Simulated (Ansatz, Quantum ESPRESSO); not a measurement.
# Complex bands of KBr, rock salt type, lattice constant set to 6.968 Å, part 2 of 3

How good a tunnel barrier is KBr, rock salt type, lattice constant set to 6.968 Å?

Quantum ESPRESSO 7.5; plane-wave DFT, PBE, PseudoDojo norm-conserving pseudopotentials; cross-check by Ansatz 0.2.0 with PAW datasets.

So far. Step 2 (Ground state): The run needed 9 iterations to bring the estimated error under 1e-09 Ry.

## 3. Complex band structure

Level of this step: complex band structure by pwcond; plane-wave DFT, PBE, PseudoDojo norm-conserving pseudopotentials (Quantum ESPRESSO).

ikind = 0 solves one period of the crystal for all kz, real and complex, at each energy and k across. ewind and epsproj trim the two-dimensional plane-wave basis; nz1 sets the subslabs.

Input file cbs.in:

```
&inputcond
  outdir = './out'
  prefixl = 'scf'
  band_file = 'cbs'
  ikind = 0
  ewind = 4.0
  epsproj = 1e-05
  nz1 = 7
  energy0 = 6.9
  denergy = -0.23
/
4
  0.00000000 0.00000000 1.00000000
  0.50000000 0.00000000 1.00000000
  0.50000000 0.50000000 1.00000000
  0.25000000 0.00000000 1.00000000
40
```

The run is started by

```
> OMP_NUM_THREADS=1 mpirun -n 4 pwcond.x -in cbs.in > cbs.out
```

Output:

```text
[banner, memory and clock lines left out]
Program PWCOND v.7.5 starts

          URL

     ./out/scf.save/

     IMPORTANT: XC functional enforced from input :
     Exchange-correlation= PBE
                           (   1   4   3   4   0   0   0)
     Any further DFT definition will be discarded
     Please, verify this is what you really want

     Reading collected, re-writing distributed wavefunctions

===== INPUT FILE containing the left lead =====

     GEOMETRY:

     lattice parameter (alat)  =       9.3109  a.u.
     the volume                =    1141.5397 (a.u.)^3
     the cross section         =      86.6930 (a.u.)^2
     l of the unit cell        =       1.4142 (alat)
     number of atoms/cell      =            4
     number of atomic types    =            2

     crystal axes: (cart. coord. in units of alat)
               a(1) = (  1.0000  0.0000  0.0000 )
               a(2) = (  0.0000  1.0000  0.0000 )
               a(3) = (  0.0000  0.0000  1.4142 )

   Cartesian axes

     site n.     atom                  positions (alat units)
          1        K      tau(  1)=(  0.0000  0.0000  1.4142  )
          2        Br     tau(  2)=(  0.5000  0.5000  1.4142  )
          3        K      tau(  3)=(  0.5000  0.5000  0.7071  )
          4        Br     tau(  4)=(  0.0000  0.0000  0.7071  )

     nr1s                      =           50
     nr2s                      =           50
     nr3s                      =           72
     nr1sx                     =           50
     nr2sx                     =           50
     nr3sx                     =           72
     nr1                       =           50
     nr2                       =           50
     nr3                       =           72
     nr1x                      =           50
     nr2x                      =           50
     nr3x                      =           72

 _______________________________
  Radii of nonlocal spheres:

     type       ibeta     ang. mom.          radius (alat units)
       K          1         0                    0.1439
       K          2         0                    0.1450
       K          3         1                    0.1557
       K          4         1                    0.1557
       K          5         2                    0.1718
       K          6         2                    0.1740
       Br         1         0                    0.1912
       Br         2         0                    0.1944
       Br         3         1                    0.1632
       Br         4         1                    0.1654
       Br         5         2                    0.2094
       Br         6         2                    0.2094
----- General information -----

----- Complex band structure calculation -----

     nrx                       =           50
     nry                       =           50
     nz1                       =            7

     energy0               =         6.9E+00
     denergy               =        -2.3E-01
     nenergy               =         40
     ecut2d                =         6.6E+01
     ewind                 =         4.0E+00
     epsproj               =         1.0E-05

     number of k_|| points=    4
                       cryst. coord.
        k(    1) = (   0.0000000   0.0000000), wk =   0.2500000
        k(    2) = (   0.5000000   0.0000000), wk =   0.2500000
        k(    3) = (   0.5000000   0.5000000), wk =   0.2500000
        k(    4) = (   0.2500000   0.0000000), wk =   0.2500000
----- Information about left lead -----

     nocros                   =           36
     noins                    =           36
     norb                     =          108
     norbf                    =          108
     nrz                      =           72

      iorb      type   ibeta   ang. mom.   m       position (alat)
        1        1       1        0        1   taunew(   1)=(  0.0000  0.0000  0.0000)
        2        1       2        0        1   taunew(   2)=(  0.0000  0.0000  0.0000)
        3        1       3        1        1   taunew(   3)=(  0.0000  0.0000  0.0000)
        4        1       3        1        2   taunew(   4)=(  0.0000  0.0000  0.0000)
        5        1       3        1        3   taunew(   5)=(  0.0000  0.0000  0.0000)
        6        1       4        1        1   taunew(   6)=(  0.0000  0.0000  0.0000)
        7        1       4        1        2   taunew(   7)=(  0.0000  0.0000  0.0000)
        8        1       4        1        3   taunew(   8)=(  0.0000  0.0000  0.0000)
        9        1       5        2        1   taunew(   9)=(  0.0000  0.0000  0.0000)
       10        1       5        2        2   taunew(  10)=(  0.0000  0.0000  0.0000)
       11        1       5        2        3   taunew(  11)=(  0.0000  0.0000  0.0000)
       12        1       5        2        4   taunew(  12)=(  0.0000  0.0000  0.0000)
       13        1       5        2        5   taunew(  13)=(  0.0000  0.0000  0.0000)
       14        1       6        2        1   taunew(  14)=(  0.0000  0.0000  0.0000)
       15        1       6        2        2   taunew(  15)=(  0.0000  0.0000  0.0000)
       16        1       6        2        3   taunew(  16)=(  0.0000  0.0000  0.0000)
       17        1       6        2        4   taunew(  17)=(  0.0000  0.0000  0.0000)
       18        1       6        2        5   taunew(  18)=(  0.0000  0.0000  0.0000)
       19        2       1        0        1   taunew(  19)=(  0.5000  0.5000  0.0000)
       20        2       2        0        1   taunew(  20)=(  0.5000  0.5000  0.0000)
       21        2       3        1        1   taunew(  21)=(  0.5000  0.5000  0.0000)
       22        2       3        1        2   taunew(  22)=(  0.5000  0.5000  0.0000)
       23        2       3        1        3   taunew(  23)=(  0.5000  0.5000  0.0000)
       24        2       4        1        1   taunew(  24)=(  0.5000  0.5000  0.0000)
       25        2       4        1        2   taunew(  25)=(  0.5000  0.5000  0.0000)
       26        2       4        1        3   taunew(  26)=(  0.5000  0.5000  0.0000)
       27        2       5        2        1   taunew(  27)=(  0.5000  0.5000  0.0000)
       28        2       5        2        2   taunew(  28)=(  0.5000  0.5000  0.0000)
       29        2       5        2        3   taunew(  29)=(  0.5000  0.5000  0.0000)
       30        2       5        2        4   taunew(  30)=(  0.5000  0.5000  0.0000)
       31        2       5        2        5   taunew(  31)=(  0.5000  0.5000  0.0000)
       32        2       6        2        1   taunew(  32)=(  0.5000  0.5000  0.0000)
       33        2       6        2        2   taunew(  33)=(  0.5000  0.5000  0.0000)
       34        2       6        2        3   taunew(  34)=(  0.5000  0.5000  0.0000)
       35        2       6        2        4   taunew(  35)=(  0.5000  0.5000  0.0000)
       36        2       6        2        5   taunew(  36)=(  0.5000  0.5000  0.0000)
       37        1       1        0        1   taunew(  37)=(  0.5000  0.5000  0.7071)
       38        1       2        0        1   taunew(  38)=(  0.5000  0.5000  0.7071)
       39        1       3        1        1   taunew(  39)=(  0.5000  0.5000  0.7071)
       40        1       3        1        2   taunew(  40)=(  0.5000  0.5000  0.7071)
       41        1       3        1        3   taunew(  41)=(  0.5000  0.5000  0.7071)
       42        1       4        1        1   taunew(  42)=(  0.5000  0.5000  0.7071)
       43        1       4        1        2   taunew(  43)=(  0.5000  0.5000  0.7071)
       44        1       4        1        3   taunew(  44)=(  0.5000  0.5000  0.7071)
       45        1       5        2        1   taunew(  45)=(  0.5000  0.5000  0.7071)
       46        1       5        2        2   taunew(  46)=(  0.5000  0.5000  0.7071)
       47        1       5        2        3   taunew(  47)=(  0.5000  0.5000  0.7071)
       48        1       5        2        4   taunew(  48)=(  0.5000  0.5000  0.7071)
       49        1       5        2        5   taunew(  49)=(  0.5000  0.5000  0.7071)
       50        1       6        2        1   taunew(  50)=(  0.5000  0.5000  0.7071)
       51        1       6        2        2   taunew(  51)=(  0.5000  0.5000  0.7071)
       52        1       6        2        3   taunew(  52)=(  0.5000  0.5000  0.7071)
       53        1       6        2        4   taunew(  53)=(  0.5000  0.5000  0.7071)
       54        1       6        2        5   taunew(  54)=(  0.5000  0.5000  0.7071)
       55        2       1        0        1   taunew(  55)=(  0.0000  0.0000  0.7071)
       56        2       2        0        1   taunew(  56)=(  0.0000  0.0000  0.7071)
       57        2       3        1        1   taunew(  57)=(  0.0000  0.0000  0.7071)
       58        2       3        1        2   taunew(  58)=(  0.0000  0.0000  0.7071)
       59        2       3        1        3   taunew(  59)=(  0.0000  0.0000  0.7071)
       60        2       4        1        1   taunew(  60)=(  0.0000  0.0000  0.7071)
       61        2       4        1        2   taunew(  61)=(  0.0000  0.0000  0.7071)
       62        2       4        1        3   taunew(  62)=(  0.0000  0.0000  0.7071)
       63        2       5        2        1   taunew(  63)=(  0.0000  0.0000  0.7071)
       64        2       5        2        2   taunew(  64)=(  0.0000  0.0000  0.7071)
       65        2       5        2        3   taunew(  65)=(  0.0000  0.0000  0.7071)
       66        2       5        2        4   taunew(  66)=(  0.0000  0.0000  0.7071)
       67        2       5        2        5   taunew(  67)=(  0.0000  0.0000  0.7071)
       68        2       6        2        1   taunew(  68)=(  0.0000  0.0000  0.7071)
       69        2       6        2        2   taunew(  69)=(  0.0000  0.0000  0.7071)
       70        2       6        2        3   taunew(  70)=(  0.0000  0.0000  0.7071)
       71        2       6        2        4   taunew(  71)=(  0.0000  0.0000  0.7071)
       72        2       6        2        5   taunew(  72)=(  0.0000  0.0000  0.7071)
       73        1       1        0        1   taunew(  73)=(  0.0000  0.0000  1.4142)
       74        1       2        0        1   taunew(  74)=(  0.0000  0.0000  1.4142)
       75        1       3        1        1   taunew(  75)=(  0.0000  0.0000  1.4142)
       76        1       3        1        2   taunew(  76)=(  0.0000  0.0000  1.4142)
       77        1       3        1        3   taunew(  77)=(  0.0000  0.0000  1.4142)
       78        1       4        1        1   taunew(  78)=(  0.0000  0.0000  1.4142)
       79        1       4        1        2   taunew(  79)=(  0.0000  0.0000  1.4142)
       80        1       4        1        3   taunew(  80)=(  0.0000  0.0000  1.4142)
       81        1       5        2        1   taunew(  81)=(  0.0000  0.0000  1.4142)
       82        1       5        2        2   taunew(  82)=(  0.0000  0.0000  1.4142)
       83        1       5        2        3   taunew(  83)=(  0.0000  0.0000  1.4142)
       84        1       5        2        4   taunew(  84)=(  0.0000  0.0000  1.4142)
       85        1       5        2        5   taunew(  85)=(  0.0000  0.0000  1.4142)
       86        1       6        2        1   taunew(  86)=(  0.0000  0.0000  1.4142)
       87        1       6        2        2   taunew(  87)=(  0.0000  0.0000  1.4142)
       88        1       6        2        3   taunew(  88)=(  0.0000  0.0000  1.4142)
       89        1       6        2        4   taunew(  89)=(  0.0000  0.0000  1.4142)
       90        1       6        2        5   taunew(  90)=(  0.0000  0.0000  1.4142)
       91        2       1        0        1   taunew(  91)=(  0.5000  0.5000  1.4142)
       92        2       2        0        1   taunew(  92)=(  0.5000  0.5000  1.4142)
       93        2       3        1        1   taunew(  93)=(  0.5000  0.5000  1.4142)
       94        2       3        1        2   taunew(  94)=(  0.5000  0.5000  1.4142)
       95        2       3        1        3   taunew(  95)=(  0.5000  0.5000  1.4142)
       96        2       4        1        1   taunew(  96)=(  0.5000  0.5000  1.4142)
       97        2       4        1        2   taunew(  97)=(  0.5000  0.5000  1.4142)
       98        2       4        1        3   taunew(  98)=(  0.5000  0.5000  1.4142)
       99        2       5        2        1   taunew(  99)=(  0.5000  0.5000  1.4142)
      100        2       5        2        2   taunew( 100)=(  0.5000  0.5000  1.4142)
      101        2       5        2        3   taunew( 101)=(  0.5000  0.5000  1.4142)
      102        2       5        2        4   taunew( 102)=(  0.5000  0.5000  1.4142)
      103        2       5        2        5   taunew( 103)=(  0.5000  0.5000  1.4142)
      104        2       6        2        1   taunew( 104)=(  0.5000  0.5000  1.4142)
      105        2       6        2        2   taunew( 105)=(  0.5000  0.5000  1.4142)
      106        2       6        2        3   taunew( 106)=(  0.5000  0.5000  1.4142)
      107        2       6        2        4   taunew( 107)=(  0.5000  0.5000  1.4142)
      108        2       6        2        5   taunew( 108)=(  0.5000  0.5000  1.4142)
 ngper, shell number =          441          59
 ngper, n2d =          441         125
---  E-Ef =    6.9000000  k =    0.0000000   0.0000000
---  ie =          1  ik =          1
 Nchannels of the left tip =            1
 Right moving states:
   k1(2pi/a)   k2(2pi/a)   E-Ef (eV)
  -0.3643828  -0.0000000   6.9000000
 Left moving states:
   k1(2pi/a)   k2(2pi/a)   E-Ef (eV)
   0.3643828  -0.0000000   6.9000000

---  E-Ef =    6.6700000  k =    0.0000000   0.0000000
---  ie =          2  ik =          1
 Nchannels of the left tip =            1
 Right moving states:
   k1(2pi/a)   k2(2pi/a)   E-Ef (eV)
  -0.4601784  -0.0000000   6.6700000
 Left moving states:
   k1(2pi/a)   k2(2pi/a)   E-Ef (eV)
   0.4601784  -0.0000000   6.6700000
[... further energies and points left out ...]
---  E-Ef =   -1.8400000  k =    0.2500000   0.0000000
---  ie =         39  ik =          4
 Nchannels of the left tip =            0
 Right moving states:
   k1(2pi/a)   k2(2pi/a)   E-Ef (eV)
 Left moving states:
   k1(2pi/a)   k2(2pi/a)   E-Ef (eV)

---  E-Ef =   -2.0700000  k =    0.2500000   0.0000000
---  ie =         40  ik =          4
 Nchannels of the left tip =            0
 Right moving states:
   k1(2pi/a)   k2(2pi/a)   E-Ef (eV)
 Left moving states:
   k1(2pi/a)   k2(2pi/a)   E-Ef (eV)

Note: The following floating-point exceptions are signalling: IEEE_UNDERFLOW_FLAG
Note: The following floating-point exceptions are signalling: IEEE_UNDERFLOW_FLAG
Note: The following floating-point exceptions are signalling: IEEE_UNDERFLOW_FLAG
Note: The following floating-point exceptions are signalling: IEEE_UNDERFLOW_FLAG
```

It took 3.9 min on 4 MPI ranks of Arm Neoverse V2, shared host; peak memory 0.3 GiB; 15 min of CPU time.

Read from the output:

- peak of the smallest κ at the zone centre: 0.343 Å⁻¹
- energy of the peak at the zone centre: 1.84 eV
- peak of the smallest κ at (1/2, 1/2): 0.479 Å⁻¹
- peak of the smallest κ at (1/4, 0): 0.434 Å⁻¹

K across = (0, 0) in the cell's reciprocal vectors; values within 0.0025 1/Å of each other count once, columns are sorted by size at each energy, a dash where no further value was kept. Im kz of the slowest decaying states against energy, zero at the highest filled level of the SCF mesh:

| energy (eV) | decay 1 (Å⁻¹) | decay 2 (Å⁻¹) | decay 3 (Å⁻¹) |
| --- | --- | --- | --- |
| -2.07 | 0.578 | 1.12 | 1.49 |
| -1.84 | 0.549 | 1.09 | 1.46 |
| -1.38 | 0.477 | 1.03 | 1.42 |
| -1.15 | 0.427 | 0.986 | 1.40 |
| -0.92 | 0.356 | 0.937 | 1.38 |
| -0.46 | 0.378 | 0.623 | 0.947 |
| -0.23 | 0.041 | 0.449 | 1.01 |
| 0.00 | 0.01 | 0.487 | 1.04 |
| 0.46 | 0.254 | 0.53 | 0.547 |
| 0.69 | 0.29 | 0.543 | 0.608 |
| 0.92 | 0.313 | 0.553 | 0.646 |
| 1.38 | 0.338 | 0.564 | 0.689 |
| 1.61 | 0.342 | 0.567 | 0.7 |
| 1.84 | 0.343 | 0.568 | 0.706 |
| 2.30 | 0.333 | 0.566 | 0.709 |
| 2.53 | 0.323 | 0.563 | 0.707 |
| 2.99 | 0.289 | 0.555 | 0.696 |
| 3.22 | 0.264 | 0.55 | 0.688 |
| 3.45 | 0.232 | 0.543 | 0.678 |
| 3.91 | 0.115 | 0.527 | 0.654 |
| 4.14 | 0.517 | 0.64 | 0.746 |
| 4.37 | 0.507 | 0.624 | 0.701 |
| 4.83 | 0.482 | 0.588 | 0.597 |
| 5.06 | 0.468 | 0.537 | 0.567 |
| 5.29 | 0.453 | 0.468 | 0.545 |
| 5.75 | 0.276 | 0.417 | 0.494 |
| 5.98 | 0.052 | 0.396 | 0.465 |
| 6.21 | 0.372 | 0.432 | 0.533 |
| 6.67 | 0.083 | 0.304 | 0.354 |
| 6.90 | 0.228 | 0.305 | 0.435 |

K across = (0, 0) in the cell's reciprocal vectors. Re kz of states that move upwards against energy, zero at the highest filled level of the SCF mesh:

| energy (eV) | channel 1 (Å⁻¹) | channel 2 (Å⁻¹) |
| --- | --- | --- |
| -2.07 | - | - |
| -1.61 | - | - |
| -1.15 | - | - |
| -0.69 | - | - |
| -0.46 | -0.395 | - |
| 0.00 | -0.00856 | -0.00856 |
| 0.46 | - | - |
| 0.92 | - | - |
| 1.38 | - | - |
| 1.84 | - | - |
| 2.30 | - | - |
| 2.53 | - | - |
| 2.99 | - | - |
| 3.45 | - | - |
| 3.91 | - | - |
| 4.37 | 0.198 | - |
| 4.83 | 0.326 | - |
| 5.29 | 0.437 | - |
| 5.52 | -0.410 | - |
| 5.98 | -0.297 | - |
| 6.44 | -0.154 | 0.391 |
| 6.90 | -0.329 | - |

K across = (1/2, 0) in the cell's reciprocal vectors; values within 0.0025 1/Å of each other count once, columns are sorted by size at each energy, a dash where no further value was kept. The Im kz of the slowest decaying states by energy, zero at the highest filled level of the SCF mesh:

| energy (eV) | decay 1 (Å⁻¹) | decay 2 (Å⁻¹) | decay 3 (Å⁻¹) |
| --- | --- | --- | --- |
| -2.07 | 0.543 | 1.10 | 1.10 |
| -1.61 | 0.459 | 1.04 | 1.04 |
| -1.15 | 0.311 | 0.958 | 0.974 |
| -0.69 | 0.835 | 0.883 | 1.59 |
| -0.46 | 0.182 | 0.726 | 0.819 |
| 0.00 | 0.565 | 0.686 | 1.52 |
| 0.46 | 0.65 | 0.821 | 1.47 |
| 0.92 | 0.583 | 0.789 | 0.867 |
| 1.38 | 0.576 | 0.832 | 0.886 |
| 1.84 | 0.573 | 0.852 | 0.891 |
| 2.30 | 0.568 | 0.86 | 0.888 |
| 2.53 | 0.564 | 0.861 | 0.884 |
| 2.99 | 0.555 | 0.863 | 0.871 |
| 3.45 | 0.543 | 0.854 | 0.867 |
| 3.91 | 0.528 | 0.832 | 0.924 |
| 4.37 | 0.509 | 0.807 | 0.872 |
| 4.83 | 0.487 | 0.777 | 0.813 |
| 5.29 | 0.462 | 0.741 | 1.36 |
| 5.52 | 0.448 | 0.697 | 0.724 |
| 5.98 | 0.422 | 0.571 | 0.682 |
| 6.44 | 0.234 | 0.421 | 0.633 |
| 6.90 | 0.22 | 0.409 | 0.576 |

K across = (1/2, 1/2) in the cell's reciprocal vectors; values within 0.0025 1/Å of each other count once, columns are sorted by size at each energy, a dash where no further value was kept. The Im kz of the slowest decaying states by energy, zero at the highest filled level of the SCF mesh:

| energy (eV) | decay 1 (Å⁻¹) | decay 2 (Å⁻¹) | decay 3 (Å⁻¹) |
| --- | --- | --- | --- |
| -2.07 | 0.595 | 1.09 | 1.75 |
| -1.84 | 0.569 | 1.05 | 1.73 |
| -1.61 | 0.54 | 1.01 | 1.71 |
| -1.38 | 0.505 | 0.808 | 1.13 |
| -1.15 | 0.463 | 0.664 | 1.17 |
| -0.92 | 0.41 | 0.495 | 1.19 |
| -0.69 | 0.202 | 0.333 | 1.20 |
| -0.46 | 0.181 | 1.21 | 1.62 |
| -0.23 | 1.22 | 1.60 | 1.79 |
| 0.00 | 0.279 | 0.338 | 1.22 |
| 0.46 | 0.393 | 0.494 | 1.23 |
| 0.69 | 0.421 | 0.531 | 1.23 |
| 0.92 | 0.441 | 0.556 | 1.23 |
| 1.15 | 0.455 | 0.572 | 1.23 |
| 1.38 | 0.465 | 0.583 | 1.22 |
| 1.61 | 0.472 | 0.589 | 1.22 |
| 1.84 | 0.476 | 0.591 | 1.21 |
| 2.07 | 0.479 | 0.589 | 1.21 |
| 2.30 | 0.479 | 0.586 | 1.20 |
| 2.53 | 0.478 | 0.579 | 1.20 |
| 2.76 | 0.475 | 0.571 | 1.19 |
| 2.99 | 0.471 | 0.56 | 1.18 |
| 3.22 | 0.465 | 0.547 | 1.18 |
| 3.45 | 0.458 | 0.532 | 1.17 |
| 3.68 | 0.45 | 0.515 | 1.16 |
| 3.91 | 0.44 | 0.495 | 1.15 |
| 4.14 | 0.428 | 0.473 | 1.14 |
| 4.37 | 0.416 | 0.449 | 1.13 |
| 4.83 | 0.384 | 0.389 | 1.07 |
| 5.06 | 0.353 | 0.365 | 1.04 |
| 5.29 | 0.31 | 0.343 | 1.01 |
| 5.52 | 0.257 | 0.318 | 0.974 |
| 5.75 | 0.186 | 0.289 | 0.94 |
| 5.98 | 0.035 | 0.253 | 0.904 |
| 6.21 | 0.207 | 0.866 | 1.04 |
| 6.44 | 0.14 | 0.827 | 1.03 |
| 6.67 | 0.786 | 1.02 | 1.09 |
| 6.90 | 0.742 | 1.01 | 1.05 |

K across = (1/4, 0) in the cell's reciprocal vectors; values within 0.0025 1/Å of each other count once, columns are sorted by size at each energy, a dash where no further value was kept. Im kz of the slowest decaying states against energy, zero at the highest filled level of the SCF mesh:

| energy (eV) | decay 1 (Å⁻¹) | decay 2 (Å⁻¹) | decay 3 (Å⁻¹) |
| --- | --- | --- | --- |
| -2.07 | 0.562 | 1.11 | 1.57 |
| -1.84 | 0.529 | 1.08 | 1.55 |
| -1.61 | 0.491 | 1.05 | 1.05 |
| -1.38 | 0.443 | 1.01 | 1.02 |
| -1.15 | 0.379 | 0.972 | 0.983 |
| -0.92 | 0.281 | 0.921 | 0.94 |
| -0.69 | 0.856 | 0.889 | 1.44 |
| -0.46 | 0.757 | 0.83 | 1.42 |
| -0.23 | 0.174 | 0.708 | 0.855 |
| 0.00 | 0.279 | 0.344 | 0.596 |
| 0.46 | 0.382 | 0.568 | 0.573 |
| 0.69 | 0.4 | 0.575 | 0.627 |
| 0.92 | 0.414 | 0.578 | 0.664 |
| 1.15 | 0.423 | 0.58 | 0.688 |
| 1.38 | 0.43 | 0.582 | 0.704 |
| 1.61 | 0.433 | 0.582 | 0.714 |
| 1.84 | 0.434 | 0.582 | 0.719 |
| 2.07 | 0.432 | 0.58 | 0.721 |
| 2.30 | 0.428 | 0.578 | 0.72 |
| 2.53 | 0.422 | 0.575 | 0.717 |
| 2.76 | 0.414 | 0.57 | 0.711 |
| 2.99 | 0.403 | 0.565 | 0.704 |
| 3.22 | 0.389 | 0.559 | 0.694 |
| 3.45 | 0.371 | 0.552 | 0.683 |
| 3.68 | 0.35 | 0.545 | 0.67 |
| 3.91 | 0.323 | 0.536 | 0.656 |
| 4.14 | 0.289 | 0.527 | 0.639 |
| 4.37 | 0.244 | 0.516 | 0.621 |
| 4.83 | 0.007 | 0.492 | 0.58 |
| 5.06 | 0.479 | 0.557 | 0.622 |
| 5.29 | 0.464 | 0.532 | 0.601 |
| 5.52 | 0.448 | 0.505 | 0.578 |
| 5.75 | 0.43 | 0.477 | 0.553 |
| 5.98 | 0.411 | 0.446 | 0.497 |
| 6.21 | 0.387 | 0.396 | 0.411 |
| 6.44 | 0.231 | 0.366 | 0.372 |
| 6.67 | 0.12 | 0.325 | 0.34 |
| 6.90 | 0.068 | 0.264 | 0.31 |

(Part 2 of 3 ends here.)

[Logs are printed without paths, hosts, clocks, repeated set-up lines and the standing remarks that a program may print on its own settings, such as how far it seeks lower states.]

[Hosts, paths, dates, database ids (printed as entryN), source tags and the programs' standing remarks are cut or masked in the printed files.]

[Maps of the electrostatic potential energy from Ansatz leave out the sawtooth potential of an applied field or a dipole correction, so their vacuum need not be flat; planar profiles and work functions include it.]
